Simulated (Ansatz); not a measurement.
# HfC (model cell, started as zinc blende): from the cell to its phonons, part 2 of 3

Aim: the vibrations of HfC (model cell, started as zinc blende), their spectra, and whether the structure is stable.

Ansatz 0.2.0; DFT PBEsol, scalar-relativistic, plane waves, PAW.

So far. Step 4 (Tight relaxation): The forces vanish by symmetry and the pressure is 0.005 GPa, within the tolerances set. The cell now holds 15.59 Å³/atom. Step 5 (Zone-centre response): Before it was imposed, the acoustic sum rule was missed by 8.3e-5 eV/Å². Small misses are needed for a sound result but don't prove that mesh and cutoff are converged. The lowest optical mode is real, 558 cm⁻¹. The relaxed cell has a = 4.996 Å (conventional setting).

The structure was built from a prototype and need not be the compound's stable phase.

## (6) Response at finite wavevector

Stability and thermal properties need the whole zone. Linear response on a 4×4×4 q mesh gives force constants as far as a supercell of that size would.

Contents of input.yaml:

```yaml
crystal:
  lattice:
    - [0.0, 2.4979497977, 2.4979497977]
    - [2.4979497977, 0.0, 2.4979497977]
    - [2.4979497977, 2.4979497977, 0.0]
  atoms:
    - { symbol: Hf, position: [0.0, 0.0, 0.0] }
    - { symbol: C, position: [0.25, 0.25, 0.25] }
kpoints:
  mp_grid: { grid: [12, 12, 12] }
hamiltonian:
  xc: pbesol
scf:
  occupations: { method: gaussian, width: 0.01 }
output:
  eigenvalues: true
phonons:
  method: dfpt
  qmesh: [4, 4, 4]
  temperatures: { t_max: 1000, t_step: 50 }
  qpath:
    path:
      - [[0.0, 0.0, 0.0], [-0.5, -0.5, 0.0], [-0.375, -0.375, 0.25]]
      - [[-0.375, 0.0, 0.375], [0.0, 0.0, 0.0], [0.0, 0.0, 0.5], [-0.5, -0.25, 0.25], [-0.5, -0.5, 0.0]]
    npoints: 10
```

Launch:

```bash
> ansatz run input.yaml --threads 4 --pin off --max-ram 7168MiB --backend cpu --events-out ev --progress --plain --runs-dir out
```

Numbers of over 12 decimals in the logs are rounded to 6 here.

Log:

```text
Warning: phonons: the dynamical matrix that this run interpolates holds no multipole term above the dipole-dipole one, and a site of this crystal is no centre of inversion, so its interpolated transverse optical and acoustic branches and sound speeds can stay off near Gamma, and the density of states and the thermodynamics with them. What a run solves at a wave vector of phonons.qpoints, Gamma apart, where the deck admits one, is free of this, and under fd what a larger phonons.supercell samples
[...]
Crystal: 2 atoms, lattice volume = 31.173 Å³
Basis set: ecut = 420 eV, 609 PW (Γ), exchange–correlation on 48×48×48 points (8 copies of the dense FFT grid, shifted against one another)
Bands: 19, of which v1, the nominal top of the filled ones, is band 15 counted from 1 (14 counted from 0)
Symmetry: 24 space group operations
k-points: 72 of 1728 (time reversal used)
[...]
SCF iter   1: F=—  HF=-15845.246577 eV  |F-HF|=—  |Δ(HF+E_count)|=         —  Δρ=5.42e-3  dr2=1.54e-2  ethr=1.77e-3  ⟨swp⟩=4.8  Hψ=5588  notcnv=0
[...]
SCF iter   8: F=-15845.243785 eV  HF=-15845.243785 eV  |F-HF|=3.64e-12  |Δ(HF+E_count)|=  1.46e-10  Δρ=4.72e-8  dr2=4.62e-13  ethr=1.00e-12  ⟨swp⟩=6.4  Hψ=7036  notcnv=0
SCF 1 converged in 8 iterations: F = -15845.243785 eV  dr2 = 4.62e-13
[...]
SCF iter   9: F=-15845.243785 eV  HF=-15845.243785 eV  |F-HF|=1.27e-11  |Δ(HF+E_count)|=  7.28e-12  Δρ=1.35e-8  dr2=8.17e-14  ethr=1.00e-12  ⟨swp⟩=1.0  Hψ=3024  notcnv=0
SCF 2 converged in 9 iterations: F = -15845.243785 eV  dr2 = 8.17e-14
k-points: 280 of 1728 (irreducible under 4 space group operations, time reversal used)
[...]
SCF iter   4: F=-15845.243785 eV  HF=-15845.243785 eV  |F-HF|=3.27e-11  |Δ(HF+E_count)|=  1.64e-11  Δρ=2.66e-7  dr2=3.41e-11  ethr=1.00e-12  ⟨swp⟩=4.5  Hψ=15756  notcnv=0
SCF 3 converged in 4 iterations: F = -15845.243785 eV  dr2 = 3.41e-11
NSCF: frozen V_eff on 280 k-points
[...]
k-points: 621 of 4096 (irreducible under 4 space group operations, time reversal used)
[...]
SCF iter   5: F=-15845.243703 eV  HF=-15845.243703 eV  |F-HF|=2.73e-11  |Δ(HF+E_count)|=  6.48e-10  Δρ=4.34e-7  dr2=4.11e-11  ethr=1.00e-12  ⟨swp⟩=6.2  Hψ=46967  notcnv=0
SCF 4 converged in 5 iterations: F = -15845.243703 eV  dr2 = 4.11e-11
[...]
DFPT response loops at q = (0, 0, 0.25) (fractional): preconditioner auto → Resta (q_TF=auto, 2.711 Å⁻¹)  ε∞=18.0 (no band partly filled); β = 1.00, the filter's whole step (`scf.mixing.beta` (0.50) is not read by the response loops at its default; to damp them type it under 1.00, their step now; it binds the ground state too); Broyden in place of MSR1
[...]
SCF converged after 8 iterations
Free energy (F): -15845.243785 eV
[...]
Internal energy: -15845.243785 eV  (E = F + TS)
E sigma→0 (E₀):  -15845.243785 eV
Fermi energy:    15.230142 eV
[...]
--- Band table (eV; the first three rows and the last of 72) ---
  k-point 0: bands = [... 11 lower, 4.8206, 12.7610, 12.7610, 12.7610, 18.5001, 18.7280, 18.7280, 24.3988]
  k-point 1: bands = [... 11 lower, 4.8903, 12.5931, 12.8219, 12.8219, 18.6247, 18.6247, 18.8454, 24.1874]
  k-point 2: bands = [... 11 lower, 5.1103, 12.2402, 12.9784, 12.9784, 18.4410, 18.4410, 19.6447, 23.7808]
  k-point 71: bands = [... 11 lower, 6.8287, 12.1731, 13.0980, 15.1377, 15.3226, 18.6849, 20.2732, 21.6646]
--- Phonons (Γ-DFPT): 2 representative perturbations + reference (Σ response iterations 6) ---
  ASR residual: 4.043e-5 → 0.000e0 eV/Å²; symmetrization residual: 3.198e-7 eV/Å²
  ASR residual per site (eV/Å²): 4.04e-5 1.59e-5
  Γ frequencies (cm⁻¹): 0.00 0.00 0.00 558.14 558.14 558.14
  Unit cell's response to a homogeneous field, on a k mesh of 16×16×16: 1 representative field direction (Σ response iterations 7)
  ε∞ (high-frequency dielectric tensor):
       21.272018     0.000000    -0.000000
       -0.000000    21.272018    -0.000000
        0.000000    -0.000000    21.272018
  ε⁰ (static dielectric tensor): not given — the deck does not say what the cell's rigid motions are, and on a molecule in a box or a wire the rigid rotations would enter the sum over the modes at Γ. For a crystal or a slab, whose only rigid motions are the translations, set phonons.rigid_motions: translations.
  Born effective charges Z* (e; rows j = field, columns β = displacement):
    site 0:
         4.15731    0.00000    0.00000
        -0.00000    4.15731    0.00000
        -0.00000   -0.00000    4.15731
    site 1:
        -4.15731   -0.00000   -0.00000
         0.00000   -4.15731   -0.00000
         0.00000    0.00000   -4.15731
  Z* charge neutrality: 2.742e-5 e pre-enforcement
  k-mesh period / interband length: 56.5 Å / 3.59 Å = 15.75 at k = (0.0000, 0.4375, 0.4375), direct gap 0.604 eV — 14 or more, which is no proof of convergence
  optical modes at Γ without the LO–TO term, one row a degenerate level:
      ω (cm⁻¹)  modes    IR ((D/Å)²/amu)
        558.14      3           106.2951
  optical modes at Γ + LO–TO along q̂ = [1.0000, 0.0000, 0.0000]:
      ω (cm⁻¹)  modes    IR ((D/Å)²/amu)
        558.14      2            70.8634
        652.29      1            35.4317
  optical modes at Γ + LO–TO along q̂ = [0.0000, 1.0000, 0.0000]:
      ω (cm⁻¹)  modes    IR ((D/Å)²/amu)
        558.14      2            70.8634
        652.29      1            35.4317
  optical modes at Γ + LO–TO along q̂ = [0.0000, 0.0000, 1.0000]:
      ω (cm⁻¹)  modes    IR ((D/Å)²/amu)
        558.14      2            70.8634
        652.29      1            35.4317
--- Phonons (arbitrary-q DFPT): 8 irreducible q on the 4×4×4 mesh ---
  q = [0.0000, 0.0000, 0.0000] (star 1, of the zone-centre solve; hermiticity 4.96e-8, symmetrization 5.62e-13): -0.00 0.00 0.00 558.14 558.14 558.14
  q = [0.0000, 0.0000, 0.2500] (star 8, 2 solved perturbations on 936 of 1728 k-point pairs; hermiticity 1.64e-8, symmetrization 2.23e-9): 48.94 48.94 133.41 547.62 547.62 677.50
[...]
q = [0.0000, 0.2500, 0.2500] (star 6, 4 solved perturbations in 1608 linear systems a pass and spin channel, the states on 510 of 1728 k-point pairs; hermiticity 4.67e-8, symmetrization 2.15e-8): 82.08 82.08 132.95 507.73 507.73 682.02
[...]
sum rule: each row above includes the acoustic sum rule's correction from the zone centre's row sums; it moved no ω² by more than (0.60 cm⁻¹)²
  mesh force constants: q→R imaginary residual 1.25e-18; ASR residual 4.043e-5 → 0.000e0 eV/Å²; symmetrization residual 1.421e-14 eV/Å²
  interpolated dispersion: 63 rows × 6 modes
  density of states and harmonic sums: on the 24×24×24 q-mesh, interpolated from the force constants of a 4×4×4 supercell (with the dipole–dipole term)
  largest difference from the sums on the solved wave vectors: F 1.18e-2 eV, S 1.59e-5 and C_V 4.00e-6 eV/K
  zero-point energy: 0.127982 eV/cell   skipped modes (ω ≤ 0): 3   left out of the sums: 3.62e-5 of the cell's modes: C_V's classical limit lies that fraction below 3 k_B per atom; for a crystal, a wire or a layer, F and S can be off by more, and a phonons.interpolated_qmesh denser along its periods is the remedy for the sampling
```

It took 4.2 min on 4 threads of Arm Neoverse V2, shared host; peak memory 2.6 GiB; 16 min of CPU time.

This step gave:

| Item | Value |
| --- | --- |
| sum-rule residual before enforcement | 4.04e-5 eV/Å² |
| lowest frequency on the path | 0 cm⁻¹ |
| highest frequency on the path or at a solved wavevector | 682.7 cm⁻¹ |
| mean frequency | 344.1 cm⁻¹ |
| Debye temperature (second moment) | 767 K |
| logarithmic mean frequency | 253.9 cm⁻¹ |
| lowest mode on the q mesh (acoustic modes at Γ apart) | 48.94 cm⁻¹ |
| zero-point energy per atom | 63.99 meV |
| heat capacity at 300 K | 19.1 J/(mol atoms K) |
| vibrational entropy at 300 K | 23.47 J/(mol atoms K) |
| edges of the widest gap between branches, on path and mesh | 192.3, 459.1 cm⁻¹ |

Frequencies (cm⁻¹) solved at each irreducible wavevector; negative means imaginary. Frequencies by wavevector, by row:

```
q in reciprocal lattice units  star  mode 1  mode 2  mode 3  mode 4  mode 5  mode 6
                        0 0 0     1       0       0       0   558.1   558.1   558.1
                     0 0 0.25     8    48.9    48.9   133.4   547.6   547.6   677.5
                     0 0 -0.5     4    76.5    76.5   190.8   539.3   539.3   667.2
                  0 0.25 0.25     6    82.1    82.1   132.9   507.7   507.7     682
                  0 0.25 -0.5    24   105.8     131   179.3   499.3   513.1   667.3
                 0 0.25 -0.25    12    79.6   130.8   166.6   514.9   520.4     663
                  0 -0.5 -0.5     3   129.2   129.2   192.3   459.1   459.1   677.6
              0.25 -0.5 -0.25     6   140.7   147.2   176.9   462.9   505.3   656.8
```

Interpolated from a 4×4×4 q mesh, with the LO-TO term (at Γ the limit along the path; where Γ stands inside the path, tables give the limit on arrival). The phonon branches at the labelled points (cm⁻¹):

```
    point  branch 1  branch 2  branch 3  branch 4  branch 5  branch 6
        Γ         0         0         0       558       558       652
  halfway        82        82       133       508       508       682
        X       129       129       192       459       459       678
  halfway       126       138       189       466       474       672
        U       117       152       181       484       498       662
jump to K       117       152       181       484       498       662
  halfway        54       102       142       529       537       671
        Γ         0         0         0       558       558       652
  halfway        49        49       133       548       548       678
        L        76        76       191       539       539       667
  halfway       101       129       183       507       523       662
        W       141       147       177       463       505       657
  halfway       135       137       186       464       488       667
        X       129       129       192       459       459       678
```

The phonon branches as a text plot (rows in cm⁻¹):

```
    668 | ****************************  *************************
    640 |*                            **
    612 |
    583 |
    555 |****                    ***************
    526 |    **              *****              *********
    498 |      **       *****                         ** *****
    469 |        *********                              *********
    441 |
    412 |
    384 |
    356 |
    327 |
    299 |
    270 |
    242 |
    213 |
    185 |        ************                  ******************
    156 |       *       *********            **         ****
    128 |      *  *********  *** *          *        ************
    100 |    ** **         **   * **      **       *****
     71 |   ****             *** ****    *   *******
     43 |  **                   **  **  *  **
     14 |**                       *********
         Γ           X  U|K            Γ         L        W     X
```

Tetrahedra on a 24×24×24 mesh, mean over bins of 10 cm-1. Interpolated from a 4×4×4 q mesh. Table of phonon density of states by wavenumber; read off at these points:

```
wavenumber (cm⁻¹)  phonon density of states (1/cm⁻¹/cell)
                5                                  1.8e-4
               25                                 0.00222
               45                                 0.00517
               65                                  0.0104
               75                                  0.0169
               95                                  0.0226
              115                                  0.0260
              125                                  0.0283
              135                                  0.0233
              155                                 0.00948
              175                                  0.0361
              185                                  0.0284
              205                                       0
              225                                       0
              245                                       0
              265                                       0
              285                                       0
              295                                       0
              315                                       0
              335                                       0
              355                                       0
              375                                       0
              395                                       0
              405                                       0
              425                                       0
              445                                       0
              465                                 0.00849
              485                                  0.0157
              505                                  0.0277
              515                                  0.0340
              535                                  0.0300
              555                                 0.00506
              575                                       0
              595                                       0
              615                                       0
              625                                       0
              645                                  1.0e-5
              665                                  0.0512
              685                                 0.00215
```

The partial phonon density of states has structure finer than the step of the table below, so its rows give means over 25 cm⁻¹, whole bins alone (the curve runs from -10 to 713 cm⁻¹). Peaks (cm⁻¹: height): C 517.5: 0.0313, 667.6: 0.0450; Hf 126.4: 0.0258, 181.0: 0.0371.

Phonopy on the run's constants, 19x19x19 mesh, Gaussian sigma 5.2 cm-1. Interpolated from a 4×4×4 q mesh. Table of partial phonon density of states by wavenumber; means over each step; values in 1/cm⁻¹/cell:

```
wavenumber (cm⁻¹)        C       Hf
               25   1.5e-4  0.00218
               50   4.3e-4  0.00600
               75  0.00106   0.0151
              100  0.00138   0.0219
              125  0.00120   0.0247
              150   5.2e-4   0.0160
              175   1.9e-4   0.0250
              200   1.3e-5  0.00393
              225        0        0
              250        0        0
              275        0        0
              300        0        0
              325        0        0
              350        0        0
              375        0        0
              400        0        0
              425        0        0
              450  0.00110   5.0e-5
              475   0.0119   6.1e-4
              500   0.0224  0.00118
              525   0.0293  0.00177
              550   0.0108   7.5e-4
              575   1.5e-4   9.9e-6
              600        0        0
              625   6.8e-7        0
              650   0.0103   8.2e-5
              675   0.0287   5.0e-4
              700   4.3e-4   1.0e-5
```

(Part 2 of 3 ends here.)

[Logs are printed without paths, hosts, clocks, repeated set-up lines and the standing remarks that a program may print on its own settings, such as how far it seeks lower states.]

[Hosts, paths, dates, database ids (printed as entryN), source tags and the programs' standing remarks are cut or masked in the printed files.]
